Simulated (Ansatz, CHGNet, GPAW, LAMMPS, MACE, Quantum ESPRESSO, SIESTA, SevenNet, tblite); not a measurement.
# Codes compared on 48Ga2O3-52ZnO (mol %) with crystalline order left by the classical run (93 atoms)

Wanted: errors and costs of other methods on 48Ga2O3-52ZnO (mol %) with crystalline order left by the classical run (93 atoms). A plane-wave run serves as the reference.

Main program and level: Quantum ESPRESSO 7.5; Kohn-Sham DFT, PBE, SSSP efficiency 1.3.0 pseudopotentials, plane waves.

## Step 1: The system as given

The cell holds 93 atoms: 26 Ga, 14 Zn and 53 O. Cell: a = 10.069 Å, b = 10.069 Å, c = 10.069 Å, α = 90.0°, β = 90.0°, γ = 90.0°. 93 atoms (26 Fe, 14 Zn, 53 O) placed at random at 4.69 g/cm³, melted at 5000 K for 10 ps at fixed volume with the Morse and Coulomb pair potential with partial charges (Pedone, Malavasi, Menziani, Cormack and Segre, J. Phys. Chem. B 110, 11780 (2006)). Quenched from 5000 K to 300 K at 20 K/ps and fixed volume, held 10 ps at zero pressure, then minimised at fixed cell. Then Fe was replaced by Ga and the cell scaled by 1.005 (the potential has no terms for the new elements, so the cell is a start for a DFT relaxation).

## Step 2: Plane-wave reference

Contents of pw.in:

```
&control
  calculation = 'scf'
  pseudo_dir = './pseudo'
  outdir = './tmp'
  disk_io = 'none'
  tprnfor = .true.
  tstress = .true.
/
&system
  ibrav = 0
  nat = 93
  ntyp = 3
  ecutwfc = 60
  ecutrho = 480
  nosym = .true.
  occupations = 'smearing'
  smearing = 'fd'
  degauss = 0.003675
/
&electrons
  conv_thr = 4.6e-07
  electron_maxstep = 100
  mixing_beta = 0.4
  mixing_mode = 'plain'
  diagonalization = 'david'
/
ATOMIC_SPECIES
Ga 69.723 Ga.upf
Zn 65.380 Zn.upf
O 15.999 O.upf
CELL_PARAMETERS angstrom
10.06936 0.00000 0.00000
0.00000 10.06936 0.00000
0.00000 0.00000 10.06936
ATOMIC_POSITIONS crystal
Ga 0.61517 0.27863 0.99742
Ga 0.57825 0.21372 0.53619
Ga 0.34452 0.93053 0.68535
Ga 0.92812 0.13004 0.98471
Ga 0.27877 0.11294 0.43783
Ga 0.65000 0.02708 0.78222
Ga 0.15148 0.90722 0.90218
Ga 0.09750 0.38036 0.77045
Ga 0.63797 0.55898 0.93991
Ga 0.60898 0.74773 0.70712
Ga 0.09820 0.35065 0.26228
Ga 0.07858 0.10120 0.67004
[... 77 atom lines left out ...]
O 0.81463 0.78848 0.13732
O 0.26280 0.78446 0.77865
O 0.49539 0.41574 0.98410
O 0.03068 0.78081 0.98368
K_POINTS gamma
```

Command:

```console
OMP_NUM_THREADS=1 mpirun -np 4 pw.x -in pw.in > output.txt
```

What it wrote:

```text
Program PWSCF
     gamma-point specific algorithms are used
     one sub-group per band group will be used
     scalapack distributed-memory algorithm (size of sub-group:  2*  2 procs)
     Parallelization info
     sticks:   dense  smooth     PW     G-vecs:    dense   smooth      PW
     Min        3457    1726    434               305877   108222   13582
     Max        3460    1728    436               305888   108232   13588
     Sum       13833    6909   1741              1223525   432913   54339
     bravais-lattice index     =            0
     lattice parameter (alat)  =      19.0283  a.u.
     unit-cell volume          =    6889.7300 (a.u.)^3
     number of atoms/cell      =           93
     number of atomic types    =            3
     number of electrons       =       936.00
[... lines left out ...]
     scf convergence threshold =      4.6E-07
[... lines left out ...]
     number of k points=     1  Fermi-Dirac smearing, width (Ry)=  0.0037
[... lines left out ...]
     total energy              =  -15889.40358376 Ry
[... lines left out ...]
     total energy              =  -15896.55092662 Ry
[... lines left out ...]
     total energy              =  -15899.05785908 Ry
[... lines left out ...]
     total energy              =  -15899.08771046 Ry
[... lines left out ...]
     total energy              =  -15899.08771036 Ry
[... lines left out ...]
   -69.8220 -69.4317 -69.3166 -69.3071 -69.2480 -69.1950 -69.1727 -69.1474
   -69.1434 -69.1122 -69.0793 -69.0738 -69.0695 -69.0639 -69.0403 -69.0214
   -68.9691 -68.9685 -68.9667 -68.9439 -68.9408 -68.9191 -68.9017 -68.9006
[...]
18.4524  18.5220  18.5576  18.6557  18.6908  18.7804  18.8351  18.8721
    18.9339  18.9808  18.9810  19.0745  19.1547  19.1882  19.2468  19.2923
    19.3268  19.3901
     the Fermi energy is     9.4852 ev
!    total energy              =  -15899.08771037 Ry
     estimated scf accuracy    <       0.00000008 Ry
     smearing contrib. (-TS)   =      -0.00003601 Ry
     internal energy E=F+TS    =  -15899.08767436 Ry
     The total energy is F=E-TS. E is the sum of the following terms:
     one-electron contribution =   -8903.76765587 Ry
     hartree contribution      =    5197.87951633 Ry
     xc contribution           =   -1989.99926871 Ry
     ewald contribution        =   -6784.06662346 Ry
     one-center paw contrib.   =   -3419.13364265 Ry
     convergence has been achieved in  17 iterations
     Forces acting on atoms (cartesian axes, Ry/au):
     atom    1 type  1   force =    -0.00333268   -0.00989442   -0.00244581
     atom    2 type  1   force =    -0.00687482   -0.00930910    0.01204827
     atom    3 type  1   force =     0.01538255    0.00763669    0.02042197
[...]
atom   92 type  3   force =     0.02225491    0.01898367    0.00398460
     atom   93 type  3   force =    -0.00059474    0.03241488   -0.02486247
     Total force =     0.236295     Total SCF correction =     0.000379
     Computing stress (Cartesian axis) and pressure
          total   stress  (Ry/bohr**3)                   (kbar)     P=       40.26
   0.00009204  -0.00001066  -0.00014756           13.54       -1.57      -21.71
  -0.00001066   0.00059667  -0.00003708           -1.57       87.77       -5.45
  -0.00014756  -0.00003708   0.00013226          -21.71       -5.45       19.46
     Message from routine punch:
     Nothing written, as per user request (disk_io='none')
```

It took 8.5 min on 4 MPI ranks of Arm Neoverse V2, shared host; peak memory 3.7 GiB; 34 min of CPU time.

Banners and routine set-up lines are dropped from the logs; longer cuts are marked.

Numbers from this run:

| Quantity | Value |
| --- | --- |
| r.m.s. force component | 0.3637 eV/Å |
| longest force | 1.364 eV/Å |
| pressure | 4.026 GPa |
| gap (highest filled to lowest empty level) | 0.8235 eV |

## Step 3: Local order

Pair distribution functions g(r), in bins of 0.2 Å:

```tsv
r (Å)	total	O-O	O-Ga	O-Zn	Ga-Ga	Ga-Zn	Zn-Zn
1.80	0.62	0.00	1.78	0.31	0.00	0.00	0.00
2.00	3.58	0.00	7.28	7.36	0.00	0.00	0.00
2.20	0.47	0.00	1.17	0.59	0.00	0.00	0.00
2.40	0.11	0.00	0.26	0.19	0.00	0.00	0.00
2.60	0.41	1.03	0.21	0.00	0.00	0.00	0.58
2.80	1.54	3.63	0.19	0.21	1.48	1.56	1.02
3.00	1.50	3.09	0.13	0.18	3.03	1.85	1.42
3.20	1.21	1.54	0.20	0.48	3.16	2.51	4.90
3.40	1.12	0.69	1.10	0.95	2.37	2.02	1.41
3.60	1.09	0.20	1.75	1.52	1.11	0.86	1.89
3.80	0.87	0.56	1.16	1.29	0.43	0.62	0.59
4.00	0.70	0.65	0.71	1.00	0.54	0.35	0.76
4.20	0.62	0.47	0.75	0.84	0.41	0.44	0.70
4.40	0.94	0.37	1.66	1.27	0.31	0.52	0.22
4.60	1.24	0.74	1.87	1.58	0.57	1.05	0.00
4.80	1.21	1.23	1.37	1.41	0.62	0.77	1.09
```

Bonds by pair of elements; cutoffs follow the first minimum of g(r), held within bounds set by covalent radii, and pairs that aren't listed don't count as bonded (cutoffs were set anew for this text, so counts can differ from the run's own analysis):

```tsv
pair A-B	cutoff (Å)	bonds	mean length (Å)	spread (Å)	shortest (Å)	B about A	A about B
O-Ga	2.5	142	2.01	0.125	1.83	2.68	5.46
O-Zn	2.5	62	2.01	0.103	1.88	1.17	4.43
```

How many atoms have how many bonded neighbours:

```tsv
element	mean	2	3	4	5	6
Ga	5.46	0	0	4	6	16
O	3.85	1	12	35	4	1
Zn	4.43	0	1	8	3	2
```

Oxygen atoms by the number of network formers (Si, P, Ge, B, Al, As, Ga) bound to them:

```tsv
network formers bound to O	O atoms	per cent
0	0	0
1	8	15.1
2	17	32.1
3	14	26.4
4	12	22.6
5	2	3.8
```

Network units: each former by its oxygen neighbours and how many of them bridge to another former:

```tsv
former	O neighbours	bridging O	atoms
Ga	4	2	1
Ga	4	3	1
Ga	4	4	2
Ga	5	4	1
Ga	5	5	5
Ga	6	5	4
Ga	6	6	12
```

Rings of the network by King's shortest-path rule, up to 12 atoms, one path for each pair of neighbours; H, halogens, alkali and alkaline-earth atoms are left out:

```tsv
ring size (atoms)	rings	per network atom
4	71	0.763
6	185	1.99
8	44	0.473
10	2	0.022
```

## Step 4: The ladder

The programs:
- CHGNet: machine-learned potential, published weights.
- GPAW 26.7.0: PAW with atomic orbitals (LCAO), plane waves or a real-space grid of spacing h.
- MACE: machine-learned potential, published weights.
- SIESTA 5.4.2: numerical atomic orbitals, whose automatically made sets are far from complete, with PseudoDojo norm-conserving potentials that we converted to its format (checked against plane waves on the same files for H, C, O, Si, Ge and Ca alone); labels give functional, basis size, energy shift and mesh cutoff.
- SevenNet: machine-learned potential, published weights.
- tblite 0.8.0: extended tight binding, driven from Python.

All use the same cell and atoms; the electronic-structure runs use the same k-mesh, and an electronic temperature of 580 K (0.05 eV) where levels are smeared.

Differences are against the plane-wave reference, forces as r.m.s. over components; share is that over the reference's r.m.s. force, slope the least-squares factor from reference forces to these. Total energies of different programs have different zeros and aren't compared.

```tsv
run	Δ force, r.m.s. (meV/Å)	share (%)	slope	Δ pressure (GPa)	Δ gap (eV)	cores	CPU time	memory (GiB)
reference	-	-	-	-	-	4	34 min	3.7
CHGNet r2SCAN potential	143	39.4	0.678	-5.63	-	1	4.8 s	1.6
GPAW PBE, LCAO dzp, h 0.18 Å	331	91.0	0.896	-	-0.0935	2	5.9 min	2.3
GPAW PBE, LCAO dzp, h 0.18 Å, other mixer settings	331	91.0	0.897	-	-0.0943	2	7 min	2.3
GPAW PBE, LCAO szp(dzp), h 0.18 Å (coarse)	379	104	0.923	-	-0.242	1	4.8 min	1.9
MACE MP-0b3 medium potential	67.1	18.4	0.990	0.709	-	1	9.1 s	1.2
SIESTA PBE, DZP, shift 0.01 Ry, mesh 500 Ry	107	29.3	1.004	0.650	-0.0535	4	11 min	3.3
SIESTA PBE, SZ, shift 0.02 Ry, mesh 500 Ry (coarse)	496	136	0.939	-8.54	-0.287	1	1.9 min	0.95
SevenNet l3i5 potential	54.1	14.9	0.991	0.640	-	1	12 s	1.8
tblite GFN1-xTB	355	97.5	0.618	5.09	-	1	6.7 s	0.13
```

Rows marked coarse use a setting chosen to be so.

Times of the machine-learned potentials are mostly Python's start and the loading of weights.

CPU time is summed over cores on a shared host, where runs went side by side, so it is rough. Symmetry, cutoffs, thresholds, outputs and thread counts weren't matched or tuned between programs; memory under MPI is the largest rank's times the ranks.

Within one program, basis, potentials and functional, energies share a zero. Each run against its twin at the usual cutoff or grid and solver:

```tsv
run	twin	Δ energy (meV/atom)	Δ force, r.m.s. (meV/Å)	CPU time over the twin's
GPAW PBE, LCAO dzp, h 0.18 Å, other mixer settings	LCAO dzp, h 0.18 Å	0	1.06	1.2
```

## Step 5: Summary of results

```
reference r.m.s. force component                       : 0.364 eV/Å
nearest in forces                                      : SevenNet l3i5 potential, 15 %
farthest in forces                                     : SIESTA PBE, SZ, shift 0.02 Ry, mesh 500 Ry (coarse), 136 %
cheapest electronic-structure run beside the reference : tblite GFN1-xTB, 6.7 s of CPU time
```

**Reading.** The PBE runs in local orbitals, coarse settings apart, differ by 29 % (SIESTA PBE, DZP, shift 0.01 Ry, mesh 500 Ry) to 91 % (GPAW PBE, LCAO dzp, h 0.18 Å); basis, grid and potentials can all enter. Tight binding differs by 98 % (tblite GFN1-xTB); it is another model, with fitted parameters of its own, and the xTB methods hold dispersion. Machine-learned potentials differ by 15 % (SevenNet l3i5 potential) to 39 % (CHGNet r2SCAN potential); they were trained on other programs' data, some at another functional. Runs with settings chosen to be coarse differ by 104 % (GPAW PBE, LCAO szp(dzp), h 0.18 Å) to 136 % (SIESTA PBE, SZ, shift 0.02 Ry, mesh 500 Ry), their programs' other errors included. Of the electronic-structure runs that take under half the reference's CPU time, SIESTA PBE, DZP, shift 0.01 Ry, mesh 500 Ry comes nearest, at 29 % in 11 min against 34 min. At the same functional, gaps differ from the reference's 0.824 eV by between -0.29 and -0.05 eV. In pressure, SIESTA PBE, SZ, shift 0.02 Ry, mesh 500 Ry misses by -8.5 GPa, at the same functional. In the reference: filled and empty levels are parted by 0.824 eV (on the run's k-points); a semilocal functional tends to put such gaps too low. In a disordered cell it changes from sample to sample, and tail or defect levels can set it. In the reference: among the first-shell peaks of g(r) are those at about 2.9 Å (O-O), 2.0 Å (O-Ga), 2.0 Å (O-Zn), 3.1 Å (Ga-Ga), 3.1 Å (Ga-Zn) and 3.2 Å (Zn-Zn). Periodic xTB results under one method name differ between programs and library versions. The potentials hold different valence shells: 936 electrons in the reference, 564 in GPAW; this bears on time and differences. GPAW's setups keep the filled d shell of Ga in the core. The reference's pressure holds the uncorrected Pulay stress of its 60 Ry basis, so small pressure differences, and their order, may be the reference's own error. GPAW's Ga setup keeps the 3d shell in the core. Machine-learned potentials mimic data converged in k, so the reference's own k-point error enters their differences. The quench rate of 20 K/ps is many orders above laboratory rates, so the cell is likely richer in defects and strain than a real sample. The network of bonds at the start is that of the classical potential that made the cell, and needn't be the one that DFT or experiment would give. The reference's stress is far from hydrostatic: its diagonal is 1.4, 8.8, 1.9 GPa, compression counted positive. The reference's pressure of 4.0 GPa belongs to unrelaxed atoms and would change as they relax. The electronic-structure runs sample only Γ, in a cell whose shortest periodic width is 10 Å.

[Long decimals in the printed logs are rounded to 6 places.]

[Also dropped from logs without a mark: lines with file paths, logging warnings of Python, QE's lines on negative density and diagonalisation, SIESTA's first energy breakdown, zero terms and Voronoi charges.]

[Logs are printed without paths, hosts, clocks, repeated set-up lines and the standing remarks that a program may print on its own settings, such as how far it seeks lower states.]

[Hosts, paths, dates, database ids (printed as entryN), source tags and the programs' standing remarks are cut or masked in the printed files.]

[Not all failed runs are listed: runs killed by the host, ended in a Python traceback or in CONQUEST's support-function errors, and SIESTA runs with faulty potentials for Cu, Fe, Ni or Zn are left out.]
